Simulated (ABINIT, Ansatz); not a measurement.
# Quasiparticle gap of ScHO2 (P6_3/mmc) in ABINIT, part 3 of 3

Wanted: ground state, empty states, screening and self-energy for ScHO2 (P6_3/mmc).

ABINIT 10.8.3; PBEsol and many-body steps on it, plane waves. Known limits of the many-body steps: not at the basis limit; coarse k mesh.

So far. Step 3 (Bands along the symmetry lines): The gap is 3.698 eV, +0.006 eV from the run before at this level. Step 4 (Empty states on the mesh, 3×3×1 mesh, 70 bands): On this mesh the gap is 4.026 eV. The earlier step found 3.692 eV, so this mesh misses an edge.

## 5. Screening, 3×3×1 mesh, 64 bands, screening to 98 eV

The RPA dielectric matrix is built and inverted for each q.

This step: RPA screening on PBEsol, plane waves, norm-conserving pseudopotentials.

File run.abi:

```
acell 3*1.0 Angstrom
rprim 
  3.233532062406 -0.000000000001 0.000000000000
  -1.616766031202 2.800320909996 0.000000000000
  0.000000000000 0.000000000000 9.062126000000
ntypat 3
znucl 21 1 8
natom 8
typat 1 1 2 2 3 3 3 3
xred 
  0.000000000000 0.000000000000 0.500000000000
  0.000000000000 0.000000000000 0.000000000000
  0.666666666667 0.333333333333 0.750000000000
  0.333333333333 0.666666666667 0.250000000000
  0.666666666667 0.333333333333 0.615588000000
  0.666666666667 0.333333333333 0.884412000000
  0.333333333333 0.666666666667 0.115588000000
  0.333333333333 0.666666666667 0.384412000000
pp_dirpath "pseudos"
pseudos "Sc.upf, H.upf, O.upf"
ecut 36
ngkpt 3 3 1
nshiftk 1
shiftk 0 0 0
kptopt 1
chksymbreak 0
istwfk *1
occopt 1
irdwfk 1
optdriver 3
nband 64
ecuteps 3.6
inclvkb 2
awtr 1
symchi 1
indata_prefix "in"
outdata_prefix "out"
tmpdata_prefix "tmp"
```

Run with:

```sh
OMP_NUM_THREADS=1 mpirun -n 4 abinit run.abi > log
```

Numbers of over 12 decimals in the logs are rounded to 6 here.

Log:

```text
.Version 10.8.3 of ABINIT. v10.8.2 released Aug 2026.

 Symmetries : space group P6_3/m m c (#194); Bravais hP (primitive hexag.)
[... echo of the input left out ...]
== DATASET  1 ==================================================================
-   mpi_nproc: 4, omp_nthreads: 1 (-1 if OMP is not activated)

--- !DatasetInfo
iteration_state: {dtset: 1, }
dimensions: {natom: 8, nkpt: 3, mband: 64, nsppol: 1, nspinor: 1, nspden: 1, mpw: 5730, }
cutoff_energies: {ecut:  36.0, pawecutdg:  -1.0, }
electrons: {nelect:   4.80000000E+01, charge:   0.00000000E+00, occopt:   1.00000000E+00, tsmear:   1.00000000E-02, }

 SCREENING: Calculation of the susceptibility and dielectric matrices

 Based on a program developped by R.W. Godby, V. Olevano, G. Onida, and L. Reining.
 Incorporated in ABINIT by V. Olevano, G.-M. Rignanese, and M. Torrent.
.Using double precision arithmetic ; gwpc =  8

[... cell and pseudopotentials left out ...]
--------------------------------------------------------------------------------

 ==== K-mesh for the wavefunctions ====
 Number of points in the irreducible wedge :     3
[... list of points left out ...]
 Together with 24 symmetry operations and time-reversal symmetry
 yields     9 points in the full Brillouin Zone.

 ==== Q-mesh for the screening function ====
 Number of points in the irreducible wedge :     3
[... list of points left out ...]
 Together with 24 symmetry operations and time-reversal symmetry
 yields     9 points in the full Brillouin Zone.

 setmesh: FFT mesh size selected  =    20x   20x   64
          total number of points  =        25600

 vcoul_init : cutoff-mode = AUXILIARY_FUNCTION
 q-points for optical limit:   1
     1)      0.000010    0.000020    0.000030

- screening: taking advantage of time-reversal symmetry
- Maximum band index for partially occupied states nbvw = 24
- Remaining bands to be divided among processors   nbcw = 40
- Number of bands treated by each node ~10

 Number of electrons calculated from density =   48.0000; Expected =   48.0000
 average of density, n =  0.086682
 r_s =    1.4017
 omega_plasma =   28.4001 [eV]

 calculating chi0 at frequencies [eV] :
  1    0.000000E+00    0.000000E+00
  2    0.000000E+00    2.840013E+01

--------------------------------------------------------------------------------
  q-point number  1        q = ( 0.000000, 0.000000, 0.000000) [r.l.u.]
--------------------------------------------------------------------------------
[... chi0 elements left out ...]
 For q-point:  0.000010 0.000020 0.000030
  dielectric constant =   4.1113
  dielectric constant without local fields =   4.3844

  Average fulfillment of the sum rule on Im[epsilon] for q-point    1 :     45.32  [%]
[... wings left out ...]
  q-point number  2        q = ( 0.333333, 0.000000, 0.000000) [r.l.u.]
--------------------------------------------------------------------------------
[... chi0 elements left out ...]
  Average fulfillment of the sum rule on Im[epsilon] for q-point    2 :     42.30  [%]

 [... 1 further q-points ...]
```

Elapsed: 12 s, on 4 MPI ranks of Intel Xeon 6975P-C (Granite Rapids), shared host; peak memory 0.68 GiB.

Numbers from this step:

```yaml
eps_infinity_with_local_fields_on_this_mesh_along_the_program_s_q_direction: 4.111
the_same_without_local_fields: 4.384
plasma_frequency: 28.40 eV
plane_waves_in_the_screening_matrix: 189
```

Local fields lower ε∞ by 6 %. On a Γ-centred mesh this coarse the value itself is usually too large, while a short band sum pulls it down.

## 6. Self-energy, 3×3×1 mesh, 64 bands, screening to 98 eV

The self-energy is evaluated for the states that the input lists, and the levels follow from it, in one-shot runs by the linearised quasiparticle equation.

This step: G0W0 on PBEsol, plane waves, norm-conserving pseudopotentials.

run.abi: that of step 5 with these lines changed.

```diff
@@ -29,8 +29,17 @@
 irdwfk 1
-optdriver 3
+optdriver 4
 nband 64
+gwcalctyp 0
+ecutsigx 36
+symsigma 1
+nkptgw 2
+kptgw 
+  0.0000000000 0.0000000000 0.0000000000
+  0.3333333333 0.0000000000 0.0000000000
+bdgw 
+  23 27
+  23 26
 ecuteps 3.6
-inclvkb 2
-awtr 1
-symchi 1
+irdscr 1
+ppmodel 1
 indata_prefix "in"
```

Log:

```text
.Version 10.8.3 of ABINIT. v10.8.2 released Aug 2026.

 Symmetries : space group P6_3/m m c (#194); Bravais hP (primitive hexag.)
[... echo of the input left out ...]
== DATASET  1 ==================================================================
-   mpi_nproc: 4, omp_nthreads: 1 (-1 if OMP is not activated)

--- !DatasetInfo
iteration_state: {dtset: 1, }
dimensions: {natom: 8, nkpt: 3, mband: 64, nsppol: 1, nspinor: 1, nspden: 1, mpw: 5730, }
cutoff_energies: {ecut:  36.0, pawecutdg:  -1.0, }
electrons: {nelect:   4.80000000E+01, charge:   0.00000000E+00, occopt:   1.00000000E+00, tsmear:   1.00000000E-02, }

 SIGMA: Calculation of the GW corrections

 Based on a program developped by R.W. Godby, V. Olevano, G. Onida, and L. Reining.
 Incorporated in ABINIT by V. Olevano, G.-M. Rignanese, and M. Torrent.
.Using double precision arithmetic ; gwpc =  8

[... cell and pseudopotentials left out ...]
--------------------------------------------------------------------------------

 ==== K-mesh for the wavefunctions ====
 Number of points in the irreducible wedge :     3
[... list of points left out ...]
 Together with 24 symmetry operations and time-reversal symmetry
 yields     9 points in the full Brillouin Zone.

 ==== Q-mesh for screening function ====
 Number of points in the irreducible wedge :     3
[... list of points left out ...]
 Together with 24 symmetry operations and time-reversal symmetry
 yields     9 points in the full Brillouin Zone.

 vcoul_init : cutoff-mode = AUXILIARY_FUNCTION
 q-points for optical limit:   1
     1)      0.000010    0.000020    0.000030
 setmesh: FFT mesh size selected  =    30x   30x   96
          total number of points  =        86400

 Number of electrons calculated from density =   48.0000; Expected =   48.0000
 average of density, n =  0.086682
 r_s =    1.4017
 omega_plasma =   28.4001 [eV]

 === KS Band Gaps ===
  >>>> For spin  1
   Minimum direct gap =   4.0817 [eV], located at k-point      :   0.3333  0.0000  0.0000
   Fundamental gap    =   4.0254 [eV], Top of valence bands at :   0.0000  0.0000  0.0000
                                       Bottom of conduction at :   0.3333  0.0000  0.0000
 SIGMA fundamental parameters:
 PLASMON POLE MODEL  1
 number of plane-waves for SigmaX                 5717
 number of plane-waves for SigmaC and W            189
 number of plane-waves for wavefunctions          5717
 number of bands                                    64
 number of independent spin polarizations            1
 number of spinorial components                      1
 number of k-points in IBZ                           3
 number of q-points in IBZ                           3
 number of symmetry operations                      24
 number of k-points in BZ                            9
 number of q-points in BZ                            9
 number of frequencies for dSigma/dE                 9
 frequency step for dSigma/dE [eV]                0.25
 number of omega for Sigma on real axis              0
 max omega for Sigma on real axis  [eV]           0.00
 zcut for avoiding poles [eV]                     0.10

 EPSILON^-1 parameters (SCR file):
 dimension of the eps^-1 matrix on file            189
 dimension of the eps^-1 matrix used               189
 number of plane-waves for wavefunctions          5717
 number of bands                                    64
 number of q-points in IBZ                           3
 number of frequencies                               2
 number of real frequencies                          1
 number of imag frequencies                          1

 matrix elements of self-energy operator (all in [eV])

 Perturbative Calculation

--- !SelfEnergy_ee
iteration_state: {dtset: 1, }
kpoint     : [   0.000,    0.000,    0.000, ]
spin       : 1
KS_gap     :    4.673
QP_gap     :    7.220
Delta_QP_KS:    2.547
data: !SigmaeeData |
     Band     E0 <VxcDFT>   SigX SigC(E0)      Z dSigC/dE  Sig(E)    E-E0       E
       23   3.065 -19.959 -25.481   5.183   0.783  -0.278 -20.224  -0.266   2.799
       24   3.065 -19.959 -25.481   5.183   0.783  -0.278 -20.224  -0.266   2.799
       25   7.738 -15.155  -7.946  -4.414   0.816  -0.225 -12.874   2.282  10.019
       26   7.937 -17.697  -9.444  -4.732   0.806  -0.241 -14.859   2.838  10.775
       27   7.937 -17.697  -9.444  -4.732   0.806  -0.241 -14.859   2.838  10.775

--- !SelfEnergy_ee
iteration_state: {dtset: 1, }
kpoint     : [   0.333,    0.000,    0.000, ]
spin       : 1
KS_gap     :    4.082
QP_gap     :    6.709
Delta_QP_KS:    2.627
data: !SigmaeeData |
     Band     E0 <VxcDFT>   SigX SigC(E0)      Z dSigC/dE  Sig(E)    E-E0       E
       23   2.466 -19.323 -24.863   5.087   0.783  -0.278 -19.678  -0.355   2.111
       24   3.009 -20.095 -25.293   4.953   0.785  -0.274 -20.287  -0.192   2.816
       25   7.090 -15.846  -8.551  -4.315   0.817  -0.224 -13.411   2.435   9.525
       26   7.838 -17.582 -10.046  -4.264   0.807  -0.240 -14.943   2.639  10.477

== END DATASET(S) ==============================================================
================================================================================

 -outvars: echo values of variables after computation  --------
           etotal      0.0000000000E+00
            nband          64
             nkpt           3
          spgroup         194
 [... the other variables as echoed above ...]

 Calculation completed.
```

Elapsed: 6.1 s, on 4 MPI ranks; peak memory 0.36 GiB.

Numbers from this step:

```
G0W0 gap on the points computed              : 6.709 eV
starting gap on the mesh                     : 4.026 eV
k of the valence top                         : 0.3333, 0, 0
k of the conduction bottom                   : 0.3333, 0, 0
Z at the valence top                         : 0.785
Z at the conduction bottom                   : 0.817
least direct G0W0 gap on the computed points : 6.709 eV
```

The gap on the mesh goes from 4.03 eV to 6.71 eV, a correction of +2.68 eV. The start differs from the 3.69 eV found before because the two sample other k points.

Limits: finite bands, cutoff and mesh; coarse k mesh. v1 is the top filled band, c1 the lowest empty one. Levels before and after the correction, in eV, zero at the valence-band top of each column:

|  | conduction bottom | valence top |
| --- | --- | --- |
| Kohn-Sham | 4.03 | 0.00 |
| G0W0 | 6.71 | 0.00 |

|  | level | energy (eV) |
| --- | --- | --- |
| Kohn-Sham | (0.333 0 0) v2 | -0.599 |
| Kohn-Sham | (0.333 0 0) v1 | -0.056 |
| Kohn-Sham | (0.333 0 0) c1 | 4.026 |
| Kohn-Sham | (0.333 0 0) c2 | 4.773 |
| G0W0 | (0.333 0 0) v2 | -0.705 |
| G0W0 | (0.333 0 0) v1 | 0.000 |
| G0W0 | (0.333 0 0) c1 | 6.709 |
| G0W0 | (0.333 0 0) c2 | 7.661 |

## 7. Where the time went

Times are wall times on 4 MPI ranks of Intel Xeon 6975P-C (Granite Rapids), shared host, good to a factor of about two.

| step | time | share | memory (GiB) |
| --- | --- | --- | --- |
| ground state | 48 s | 32 % | 0.45 |
| bands along the symmetry lines | 72 s | 48 % | 0.45 |
| empty states on the mesh | 13 s | 9 % | 0.37 |
| screening | 12 s | 8 % | 0.68 |
| self-energy | 6.1 s | 4 % | 0.36 |

## 8. What came out

```yaml
pbesol_gap: 3.69 eV, indirect
g0w0_gap_on_the_mesh: 6.71 eV
g0w0_gap_over_the_zone_rigid_shift: 6.38 eV
gw_settings: 3×3×1 mesh, 64 bands, screening to 98 eV, Godby-Needs plasmon pole
known_limits: not at the basis limit; coarse k mesh
```

G0W0 moves the gap on the mesh from 4.03 eV to 6.71 eV (+2.68 eV), with Z of 0.79 and 0.82 at the edges. The mesh misses the band edges by 0.33 eV in all; a rigid shift gives 6.38 eV for the zone. Local fields lower the RPA ε∞ on this mesh from 4.38 to 4.11; a Γ-centred mesh this coarse tends to raise both, most where the direct gap is narrow, while a short band sum lowers them. Only 2 of the mesh's irreducible points were corrected, so a valley elsewhere could overtake. The dearest step here is «bands along the symmetry lines». Bands and cutoff are finite, so the gap is not at the basis limit. The miss can reach some tenths of an eV and take either sign; the mesh is an error of its own. In the G0W0 run levels were corrected at 2 k points alone, so a gap called «on the mesh» is the least over those, and an edge elsewhere would be missed. A denser mesh or path gives a starting gap of 3.69 eV: the GW mesh misses a band edge, so its gaps are not the fundamental one. The 3×3×1 mesh is coarse for this cell, which bears on the long-range parts of exchange and screening.

[Paths, hosts, dates, memory and timing lines, banners, echoed tables and standing remarks are left out of the program output.]

[Logs are printed without paths, hosts, clocks, repeated set-up lines and the standing remarks that a program may print on its own settings, such as how far it seeks lower states.]

[Runs of the session that timed out or met a known fault of the program may be left out.]

[Hosts, paths, dates, database ids (printed as entryN), source tags and the programs' standing remarks are cut or masked in the printed files.]

[G0W0 gaps are taken among the corrected bands and points alone; a level outside them can change the order at an edge.]

[Where Ansatz stands beside ABINIT at settings called matched, ABINIT's density can come from a denser mesh and the files from another edition; pairs whose starting gaps differed by over 0.03 eV were left out, so agreement reads better than it is.]
